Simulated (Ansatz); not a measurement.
# Cs2SrSi2, from a guessed structure to a relaxed one

Starting from a made-up structure for Cs2SrSi2, the aim is the relaxed cell, its shortest contacts and, where a second run follows, its electronic structure.

Calculated with Ansatz 0.2.0; DFT, PBEsol, plane-wave PAW, files of the set soft_1, scalar-relativistic, no spin, cell and ions relaxed at zero pressure; PAW set soft_1, in the first sound run; inputs show where later runs differ.

## (1) The structure

It takes space group I4/mmm (No. 139, tetragonal). Conventional cell: a = 5.679 Å, b = 5.679 Å, c = 13.559 Å, α = 90.00°, β = 90.00°, γ = 90.00°. Nearest to Cs lie 4 Si at 3.38 Å and 4 Cs at 4.02 Å and 4 Sr at 4.42 Å. Nearest to Sr lie 8 Si at 4.31 Å and 8 Cs at 4.42 Å. Si has 1 Si at 3.13 Å and 4 Cs at 3.38 Å nearest. Farther neighbours are not listed.

## (2) Relaxing cell and atoms

The guess takes its coordinates from another compound and its volume from a rule, so the cell and any free coordinates are relaxed together.

input.yaml reads:

```yaml
crystal:
  lattice:
    - [-2.8395, 2.8395, 6.7795]
    - [2.8395, -2.8395, 6.7795]
    - [2.8395, 2.8395, -6.7795]
  atoms:
    - { symbol: Cs, position: [0.25, 0.75, 0.5] }
    - { symbol: Cs, position: [0.75, 0.25, 0.5] }
    - { symbol: Sr, position: [0.0, 0.0, 0.0] }
    - { symbol: Si, position: [0.6153, 0.6153, 0.0] }
    - { symbol: Si, position: [0.3847, 0.3847, 0.0] }
kpoints:
  mp_grid: { grid: [7, 7, 7] }
scf:
  occupations: { method: fermi_dirac, width: 0.05 }
hamiltonian:
  xc: pbesol
  pseudopotentials: { kind: paw, azcp: { folder: soft_1 }, xc_functional: pbe }
relax:
  f_tol: 0.015
  max_steps: 70
  cell: {}
output:
  forces: true
  stress: true
```

Run with:

```sh
$ ansatz run input.yaml --threads 4 --pin off --max-ram 8192MiB --backend cpu --events-out ev --progress --plain --runs-dir out
```

Numbers of over 12 decimals in the logs are rounded to 6 here.

The program printed:

```text
Engine: ansatz 0.2.0, x86_64-unknown-linux-gnu
Pseudopotentials: kind: paw
Pseudopotential: Cs, paw, valence charge 9, recommended cutoff 420 eV (normal), soft_1/Cs.paw.azcp
Pseudopotential: Sr, paw, valence charge 10, recommended cutoff 420 eV (normal), soft_1/Sr.paw.azcp
Pseudopotential: Si, paw, valence charge 4, recommended cutoff 420 eV (normal), soft_1/Si.paw.azcp
Functional definition: PBEsol
  exchange = pbesol_x
  correlation = pbesol_c
Crystal: 5 atoms, lattice volume = 218.646 Å³
Basis set: ecut = 420 eV, 4271 PW (Γ), exchange–correlation on 108×108×108 points (8 copies of the dense FFT grid, shifted against one another)
Bands: 23, of which v1, the nominal top of the filled ones, is band 18 counted from 1 (17 counted from 0)
Symmetry: 16 space group operations
Space group: I4/mmm (ITA 139), of the structure as read, at distance tolerance 6.0e-5 Å
k-points: 40 of 343
Non-local potential: Cs, projectors of the file, l = 0: 3, l = 1: 2, l = 2: 2, l = 3: 2
Non-local potential: Sr, projectors of the file, l = 0: 3, l = 1: 2, l = 2: 2
Non-local potential: Si, projectors of the file, l = 0: 2, l = 1: 2, l = 2: 1
PAW form: soft (Blöchl's): semilocal exchange-correlation on the pseudo side does not see the compensation charge
PAW frozen core: Cs, regenerated for the run's functional, and the local potential with it (the file was generated under x = pbe(κ = 0.804, μ = 0.219515), c = pbe(β = 0.066725))
PAW frozen core: Sr, regenerated for the run's functional, and the local potential with it (the file was generated under x = pbe(κ = 0.804, μ = 0.219515), c = pbe(β = 0.066725))
PAW frozen core: Si, regenerated for the run's functional, and the local potential with it (the file was generated under x = pbe(κ = 0.804, μ = 0.219515), c = pbe(β = 0.066725))
PAW one-centre angular grid: Cs, 194 points (default); XC on 64 Gauss nodes
PAW one-centre angular grid: Sr, 110 points (default); XC on 64 Gauss nodes
PAW one-centre angular grid: Si, 110 points (default); XC on 64 Gauss nodes
Initial density: superposition of atomic densities (chi_scale 0.1, normalization cell, long waves kept (reshape's long-wave potential 0.01 eV rms))
Initial wavefunctions: pseudopotential atomic-orbital guess
Functional: x = pbesol(κ = 0.804, μ = 0.123457), c = pbesol(β = 0.046)
SCF iter   1: F=—  HF=-15904.008589 eV  |F-HF|=—  |Δ(HF+E_count)|=         —  Δρ=1.56e-2  dr2=1.52e0  ethr=3.10e-3  ⟨swp⟩=8.7  Hψ=5560  notcnv=0
preconditioner: auto → Kerker (q_TF=auto, 2.020 Å⁻¹)  [metal: Δε(μ)=0.023 eV  Ē_g=7.351 eV  σ=0.050 eV  W_gap=0.12  n_scr=32 (ndim 8)  ℏωp=12.3 eV  f_vac=0.000  D(μ)=5.85/eV (n_scr^D=32)]
SCF iter   2: F=—  HF=-15903.801531 eV  |F-HF|=—  |Δ(HF+E_count)|=   2.07e-1  Δρ=9.80e-3  dr2=7.32e-1  ethr=3.10e-3  ⟨swp⟩=1.2  Hψ=1248  notcnv=0
SCF iter   3: F=—  HF=-15903.647513 eV  |F-HF|=—  |Δ(HF+E_count)|=   1.54e-1  Δρ=2.32e-3  dr2=3.11e-2  ethr=2.03e-3  ⟨swp⟩=4.2  Hψ=1526  notcnv=0
SCF iter   4: F=—  HF=-15903.639639 eV  |F-HF|=—  |Δ(HF+E_count)|=   7.87e-3  Δρ=7.28e-4  dr2=5.17e-3  ethr=8.64e-5  ⟨swp⟩=3.4  Hψ=1601  notcnv=0
SCF iter   5: F=—  HF=-15903.638605 eV  |F-HF|=—  |Δ(HF+E_count)|=   1.03e-3  Δρ=2.24e-4  dr2=2.90e-4  ethr=1.44e-5  ⟨swp⟩=2.0  Hψ=1131  notcnv=0
SCF iter   6: F=—  HF=-15903.638627 eV  |F-HF|=—  |Δ(HF+E_count)|=   2.22e-5  Δρ=6.98e-5  dr2=3.05e-5  ethr=8.06e-7  ⟨swp⟩=2.5  Hψ=1474  notcnv=0
SCF iter   7: F=—  HF=-15903.638732 eV  |F-HF|=—  |Δ(HF+E_count)|=   1.05e-4  Δρ=1.85e-5  dr2=1.64e-6  ethr=8.48e-8  ⟨swp⟩=2.4  Hψ=1359  notcnv=0
SCF iter   8: F=—  HF=-15903.638732 eV  |F-HF|=—  |Δ(HF+E_count)|=   2.19e-8  Δρ=4.69e-6  dr2=1.97e-7  ethr=4.55e-9  ⟨swp⟩=2.2  Hψ=1284  notcnv=0
SCF iter   9: F=-15903.638732 eV  HF=-15903.638732 eV  |F-HF|=8.48e-10  |Δ(HF+E_count)|=   2.62e-8  Δρ=1.45e-6  dr2=1.18e-8  ethr=2.78e-10  ⟨swp⟩=5.4  Hψ=3691  notcnv=0
SCF 1 converged in 9 iterations: F = -15903.638732 eV  dr2 = 1.18e-8
  greatest PAW one-centre occupation: 0.987 electrons in one spin orbital (limit 2), on the Sr atom at site 2 (counted from 0), in its partial waves of l = 0
relax step   1: F+E_penalty+E_count = -15903.63873213 eV  Δ(F+E_penalty+E_count) = +0.000e0 eV  max|allowed force component| = 2.431e0 eV/Å  Δτ_max = 0.0000 Å  P = -1.416 GPa  Ω = 218.646 Å³  (9 SCF iters, dr2 threshold 1.00e-7 eV, accepted)
Crystal: 5 atoms, lattice volume = 214.788 Å³
Basis set: ecut = 420 eV, 4191 PW (Γ), exchange–correlation on 108×108×108 points (8 copies of the dense FFT grid, shifted against one another)
Initial density: handed on by an earlier stage of this run
Initial wavefunctions: those handed on with the density
iter 1 solved again at ethr=1.01e-4 eV; its pass at ethr=3.10e-3 eV (dr2=3.62e-2 eV) is discarded
SCF iter   1: F=—  HF=-15904.661751 eV  |F-HF|=—  |Δ(HF+E_count)|=         —  Δρ=3.28e-3  dr2=3.89e-2  ethr=1.01e-4  ⟨swp⟩=1.6  Hψ=6505  notcnv=0
preconditioner: auto → Kerker (q_TF=auto, 2.026 Å⁻¹)  [metal: Δε(μ)=0.015 eV  Ē_g=7.267 eV  σ=0.050 eV  W_gap=0.08  n_scr=32 (ndim 8)  ℏωp=12.4 eV  f_vac=0.001  D(μ)=5.99/eV (n_scr^D=36)]
SCF iter   2: F=—  HF=-15904.654568 eV  |F-HF|=—  |Δ(HF+E_count)|=   7.18e-3  Δρ=1.94e-3  dr2=1.31e-2  ethr=1.01e-4  ⟨swp⟩=1.7  Hψ=957  notcnv=0
SCF iter   3: F=—  HF=-15904.651458 eV  |F-HF|=—  |Δ(HF+E_count)|=   3.11e-3  Δρ=3.48e-4  dr2=1.02e-3  ethr=3.63e-5  ⟨swp⟩=2.0  Hψ=1174  notcnv=0
SCF iter   4: F=—  HF=-15904.651306 eV  |F-HF|=—  |Δ(HF+E_count)|=   1.52e-4  Δρ=1.12e-4  dr2=1.26e-4  ethr=2.84e-6  ⟨swp⟩=2.0  Hψ=1123  notcnv=0
SCF iter   5: F=—  HF=-15904.651372 eV  |F-HF|=—  |Δ(HF+E_count)|=   6.57e-5  Δρ=2.66e-5  dr2=2.91e-6  ethr=3.51e-7  ⟨swp⟩=2.9  Hψ=1654  notcnv=0
SCF iter   6: F=-15904.651372 eV  HF=-15904.651372 eV  |F-HF|=6.72e-9  |Δ(HF+E_count)|=   1.35e-7  Δρ=5.45e-6  dr2=1.18e-7  ethr=1.39e-9  ⟨swp⟩=5.5  Hψ=3835  notcnv=0
SCF 2 converged in 6 iterations: F = -15904.651372 eV  dr2 = 1.18e-7
relax step   2: F+E_penalty+E_count = -15904.65137170 eV  Δ(F+E_penalty+E_count) = -1.013e0 eV  max|allowed force component| = 2.490e0 eV/Å  Δτ_max = 0.1950 Å  P = -1.829 GPa  Ω = 214.788 Å³  energy of the carried Pulay correction = +2.465e-5 eV  (6 SCF iters, dr2 threshold 5.00e-7 eV, accepted)
Crystal: 5 atoms, lattice volume = 211.250 Å³
Basis set: ecut = 420 eV, 4119 PW (Γ), exchange–correlation on 108×108×108 points (8 copies of the dense FFT grid, shifted against one another)
iter 1 solved again at ethr=3.38e-4 eV; its pass at ethr=3.10e-3 eV (dr2=1.22e-1 eV) is discarded
SCF iter   1: F=—  HF=-15905.533714 eV  |F-HF|=—  |Δ(HF+E_count)|=         —  Δρ=6.20e-3  dr2=1.33e-1  ethr=3.38e-4  ⟨swp⟩=1.4  Hψ=6567  notcnv=0
[...]
SCF iter   6: F=—  HF=-15905.492530 eV  |F-HF|=—  |Δ(HF+E_count)|=   3.21e-6  Δρ=1.84e-5  dr2=2.25e-6  ethr=3.90e-8  ⟨swp⟩=2.0  Hψ=1278  notcnv=0
SCF iter   7: F=-15905.492530 eV  HF=-15905.492530 eV  |F-HF|=1.34e-7  |Δ(HF+E_count)|=   1.99e-7  Δρ=5.80e-6  dr2=3.04e-7  ethr=1.39e-9  ⟨swp⟩=5.3  Hψ=3691  notcnv=0
SCF 3 converged in 7 iterations: F = -15905.492530 eV  dr2 = 3.04e-7
relax step   3: F+E_penalty+E_count = -15905.49253007 eV  Δ(F+E_penalty+E_count) = -8.412e-1 eV  max|allowed force component| = 1.242e0 eV/Å  Δτ_max = 0.1952 Å  P = -1.124 GPa  Ω = 211.250 Å³  energy of the carried Pulay correction = +4.766e-5 eV  (7 SCF iters, dr2 threshold 5.00e-7 eV, accepted)
[... from here on, the SCF cycles and remarks between the steps are left out ...]
relax step   4: F+E_penalty+E_count = -15905.27742085 eV  Δ(F+E_penalty+E_count) = +2.151e-1 eV  max|allowed force component| = 4.796e0 eV/Å  Δτ_max = 0.1972 Å  P = +1.816 GPa  Ω = 205.643 Å³  energy of the carried Pulay correction = +8.490e-5 eV  (7 SCF iters, dr2 threshold 5.00e-7 eV, rejected (line search))
relax step   5: F+E_penalty+E_count = -15905.72144791 eV  Δ(F+E_penalty+E_count) = -2.289e-1 eV  max|allowed force component| = 6.359e-1 eV/Å  Δτ_max = 0.0558 Å  P = -0.880 GPa  Ω = 206.520 Å³  energy of the carried Pulay correction = +7.901e-5 eV  (11 SCF iters, accepted)
relax step   6: F+E_penalty+E_count = -15905.92691751 eV  Δ(F+E_penalty+E_count) = -2.055e-1 eV  max|allowed force component| = 1.181e-1 eV/Å  Δτ_max = 0.0528 Å  P = -0.531 GPa  Ω = 200.886 Å³  energy of the carried Pulay correction = +1.173e-4 eV  (6 SCF iters, dr2 threshold 5.00e-7 eV, accepted)
relax step   7: F+E_penalty+E_count = -15906.20417227 eV  Δ(F+E_penalty+E_count) = -2.773e-1 eV  max|allowed force component| = 2.591e-1 eV/Å  Δτ_max = 0.0344 Å  P = -0.382 GPa  Ω = 191.757 Å³  energy of the carried Pulay correction = +1.815e-4 eV  (6 SCF iters, dr2 threshold 5.00e-7 eV, accepted)
relax step   8: F+E_penalty+E_count = -15906.45454938 eV  Δ(F+E_penalty+E_count) = -2.504e-1 eV  max|allowed force component| = 1.160e-2 eV/Å  Δτ_max = 0.0278 Å  P = +0.240 GPa  Ω = 178.653 Å³  energy of the carried Pulay correction = +2.789e-4 eV  (6 SCF iters, dr2 threshold 5.00e-7 eV, accepted)
relax step   9: F+E_penalty+E_count = -15906.47467532 eV  Δ(F+E_penalty+E_count) = -2.013e-2 eV  max|allowed force component| = 1.184e-1 eV/Å  Δτ_max = 0.0380 Å  P = +0.391 GPa  Ω = 176.886 Å³  energy of the carried Pulay correction = +2.925e-4 eV  (5 SCF iters, dr2 threshold 5.00e-7 eV, accepted)
relax step  10: F+E_penalty+E_count = -15906.48414899 eV  Δ(F+E_penalty+E_count) = -9.474e-3 eV  max|allowed force component| = 5.309e-4 eV/Å  Δτ_max = 0.0114 Å  P = -0.100 GPa  Ω = 180.464 Å³  energy of the carried Pulay correction = +2.651e-4 eV  (5 SCF iters, dr2 threshold 5.00e-7 eV, accepted)
relax step  11: F+E_penalty+E_count = -15906.48444191 eV  Δ(F+E_penalty+E_count) = -2.929e-4 eV  max|allowed force component| = 8.852e-4 eV/Å  Δτ_max = 0.0003 Å  P = -0.004 GPa  Ω = 179.663 Å³  energy of the carried Pulay correction = +2.712e-4 eV  (5 SCF iters, dr2 threshold 3.35e-8 eV, accepted)
Basis set: ecut = 420 eV, 3487 PW (Γ), exchange–correlation on 120×120×120 points (8 copies of the dense FFT grid, shifted against one another)
Initial wavefunctions: pseudopotential atomic-orbital guess (no wavefunctions were taken with the density)
iter 1 solved again at ethr=7.64e-7 eV; its pass at ethr=3.10e-3 eV (dr2=2.75e-4 eV) is discarded
SCF iter   1: F=—  HF=-15906.484884 eV  |F-HF|=—  |Δ(HF+E_count)|=         —  Δρ=8.88e-5  dr2=1.48e-6  ethr=7.64e-7  ⟨swp⟩=3.9  Hψ=9125  notcnv=0
preconditioner: auto → Kerker (q_TF=auto, 2.087 Å⁻¹)  [metal: Δε(μ)=0.009 eV  Ē_g=8.074 eV  σ=0.050 eV  W_gap=0.04  n_scr=32 (ndim 8)  ℏωp=13.6 eV  f_vac=0.001  D(μ)=3.07/eV (n_scr^D=12)]
SCF iter   2: F=—  HF=-15906.484986 eV  |F-HF|=—  |Δ(HF+E_count)|=   1.02e-4  Δρ=4.68e-5  dr2=4.14e-7  ethr=4.11e-9  ⟨swp⟩=2.6  Hψ=1700  notcnv=0
SCF iter   3: F=—  HF=-15906.484989 eV  |F-HF|=—  |Δ(HF+E_count)|=   2.71e-6  Δρ=1.50e-6  dr2=2.41e-9  ethr=1.15e-9  ⟨swp⟩=2.0  Hψ=1600  notcnv=0
SCF iter   4: F=—  HF=-15906.484989 eV  |F-HF|=—  |Δ(HF+E_count)|=   1.32e-9  Δρ=5.54e-7  dr2=5.81e-10  ethr=6.70e-12  ⟨swp⟩=2.5  Hψ=1691  notcnv=0
SCF iter   5: F=—  HF=-15906.484989 eV  |F-HF|=—  |Δ(HF+E_count)|=  2.55e-11  Δρ=1.26e-7  dr2=6.13e-11  ethr=1.61e-12  ⟨swp⟩=2.0  Hψ=1633  notcnv=0
SCF iter   6: F=-15906.484989 eV  HF=-15906.484989 eV  |F-HF|=5.46e-12  |Δ(HF+E_count)|=  9.09e-12  Δρ=4.08e-8  dr2=1.06e-11  ethr=1.00e-12  ⟨swp⟩=5.0  Hψ=3379  notcnv=0
SCF 12 converged in 6 iterations: F = -15906.484989 eV  dr2 = 1.06e-11
relax step  12: F+E_penalty+E_count = -15906.48498894 eV  Δ(F+E_penalty+E_count) = -5.470e-4 eV  max|allowed force component| = 2.851e-3 eV/Å  Δτ_max = 0.0000 Å  P = +0.005 GPa  Ω = 179.663 Å³  stress off target by 2.27e-2 GPa  SCF on the basis re-selected at this cell (its energy is not comparable with the rows above)  (6 SCF iters)
basis re-selected at this cell: Δ(F+E_penalty+E_count) = -5.470e-4 eV, ΔP = +0.009 GPa vs the last step (what re-selecting the basis moved, of the pressure what is left beyond the Pulay correction that the steps carried, after the strain that the cell walked since its last selection, with what the two solves' SCF thresholds leave and, on support functions, any second-order correction that the steps lacked; it is no measure of the basis error at this ecutwfc). The dense FFT grid was sized anew with the basis: this SCF ran on 60×60×60 points, the steps before it on 54×54×54, so part of this shift can come from that change (see relax.cell in the input reference). [rest of the remark cut]
SCF converged after 6 iterations
Free energy (F): -15906.484989 eV
Harris-Foulkes:  -15906.484989 eV  (|F-HF|=5.46e-12)
Internal energy: -15906.459603 eV  (E = F + TS)
E sigma→0 (E₀):  -15906.472296 eV
Entropy (-TS):   -0.025385 eV (-5.077 meV/atom)
Fermi energy:    6.720130 eV
--- Per-component energies (eV) ---
  E_band       = -190.559691
  E_kinetic    = 599.501777
  E_local      = -1216.575077  (includes V_loc(G=0)·N_el)
  E_nonlocal   = 327.426627
  E_hartree    = 342.657243
  E_xc         = -640.476786
  E_vxc        = -524.401108  (∫ρ·V_xc dr)
  E_paw        = -13589.127072  (= ΣΔE_a)
  E_vpaw       = -61.826446  (= ΣTr[D̂ρ^β])
  E_aug_tail   = 0.000057  (compensation charges beyond the density's cutoff)
  E_ewald      = -1730.352170
  E_core_change = 0.485797  (= ΣΔE_core)
  E_smearing   = -0.025385  (= −TS)
  E_closure    = 0.000000  (closes the sum)
  Σ components = -15906.484989   (vs F -15906.484989, Δ=0.00e0)
--- Forces (eV/Å), atoms counted from 1 ---
  atom   1  Cs     0.00000000    -0.00000000     0.00000000
  atom   2  Cs     0.00000000    -0.00000000     0.00000000
  atom   3  Sr     0.00000000    -0.00000000     0.00000000
  atom   4  Si     0.00000000     0.00000000     0.00285126
  atom   5  Si    -0.00000000    -0.00000000    -0.00285126
  max |Σ_I F_I| component: 6.94e-18 eV/Å
--- Stress (GPa, compression-positive) ---
       -0.004248       0.000000       0.000000
        0.000000      -0.004248      -0.000000
        0.000000       0.000000       0.022657
  P = ⅓ Tr σ = 0.0047 GPa (0.047 kbar)
--- Relaxed structure (11 steps of the walk, 10 accepted, 1 SCFs on fresh bases) ---
  F+E_penalty+E_count = -15906.48498894 eV   max|allowed force component| = 2.851e-3 eV/Å   (the final SCF, on the basis selected at the relaxed cell)
  cell:  # Å, volume = 179.6626 Å³
    - [-2.400224, 2.400224, 7.796398]
    - [2.400224, -2.400224, 7.796398]
    - [2.400224, 2.400224, -7.796398]
  atoms:
    - { symbol: Cs, position: [0.250000, 0.75, 0.5] }
    - { symbol: Cs, position: [0.75, 0.250000, 0.5] }
    - { symbol: Sr, position: [-1.279388949020436e-19, -1.279388949020436e-19, 0] }
    - { symbol: Si, position: [0.571989, 0.571989, 0] }
    - { symbol: Si, position: [0.428011, 0.428011, 0] }
```

Wall time 26 s (4 threads of Intel Xeon Platinum 8488C (Sapphire Rapids), shared host); peak memory 0.74 GiB.

Step by step:

| step | energy less that of the first step (eV) | largest force component (eV/Å) | pressure (GPa) | volume (Å³) |
| --- | --- | --- | --- | --- |
| 1 | 0.0000 | 2.4312 | -1.42 | 218.65 |
| 2 | -1.0126 | 2.4897 | -1.83 | 214.79 |
| 3 | -1.8538 | 1.2419 | -1.12 | 211.25 |
| 4 | -1.6387 | 4.7957 | 1.82 | 205.64 |
| 5 | -2.0827 | 0.6359 | -0.88 | 206.52 |
| 6 | -2.2882 | 0.1181 | -0.53 | 200.89 |
| 7 | -2.5654 | 0.2591 | -0.38 | 191.76 |
| 8 | -2.8158 | 0.0116 | 0.24 | 178.65 |
| 9 | -2.8359 | 0.1184 | 0.39 | 176.89 |
| 10 | -2.8454 | 0.0005 | -0.10 | 180.46 |
| 11 | -2.8457 | 0.0009 | 0.00 | 179.66 |
| 12* | -2.8463 | 0.0029 | 0.00 | 179.66 |

Relaxation steps marked * repeat the geometry before them on a plane-wave basis chosen anew for their cell, so energy and pressure can jump there. Relaxation step 4 was tried and not accepted.

Forces are held to the 16 operations that the run works with; a distortion that breaks them can't arise in this run.

| cell as run | before | after | change |
| --- | --- | --- | --- |
| a (Å) | 7.880 | 8.503 | +7.9 % |
| b (Å) | 7.880 | 8.503 | +7.9 % |
| c (Å) | 7.880 | 8.503 | +7.9 % |
| α (°) | 137.75 | 147.21 | +6.9 % |
| β (°) | 137.75 | 147.21 | +6.9 % |
| γ (°) | 61.28 | 47.06 | -23.2 % |
| volume (Å³/atom) | 43.73 | 35.93 | -17.8 % |

The atoms that moved most (Å, as changes of fractional coordinates times the final cell):

| atom | dx | dy | dz | length |
| --- | --- | --- | --- | --- |
| Si5 | 0.000 | 0.000 | 0.675 | 0.675 |
| Si4 | 0.000 | 0.000 | -0.675 | 0.675 |

The relaxed structure:

```xyz
5
Lattice="-2.4002 2.4002 7.7964 2.4002 -2.4002 7.7964 2.4002 2.4002 -7.7964" Properties=species:S:1:pos:R:3 pbc="T T T"
Cs    2.4002    0.0000    3.8982
Cs    0.0000    2.4002    3.8982
Sr    0.0000    0.0000    0.0000
Si    0.0000    0.0000    8.9189
Si    0.0000    0.0000    6.6739
```

This step gave:

```yaml
free_energy: -15906.4850 eV
energy_at_zero_smearing: -15906.4723 eV
smearing_term_ts: 0.02539 eV
fermi_energy: 6.720 eV
electrons: 36
symmetry_operations: 16
pressure: 0.004720 GPa
```

The shortest distance of each pair, which need not be the same contact before and after:

| pair | guess (Å) | relaxed (Å) |
| --- | --- | --- |
| Si–Si | 3.127 | 2.245 |
| Cs–Cs | 4.016 | 3.394 |
| Si–Sr | 4.309 | 3.575 |
| Cs–Si | 3.376 | 3.670 |
| Cs–Sr | 4.422 | 4.578 |

The relaxation ends with a largest force component of 0.0029 eV/Å and a pressure of 0.00 GPa.

[end of part 1 of 2]

[Logs are printed without paths, hosts, clocks, repeated set-up lines and the standing remarks that a program may print on its own settings, such as how far it seeks lower states.]

[Hosts, paths, dates, database ids (printed as entryN), source tags and the programs' standing remarks are cut or masked in the printed files.]
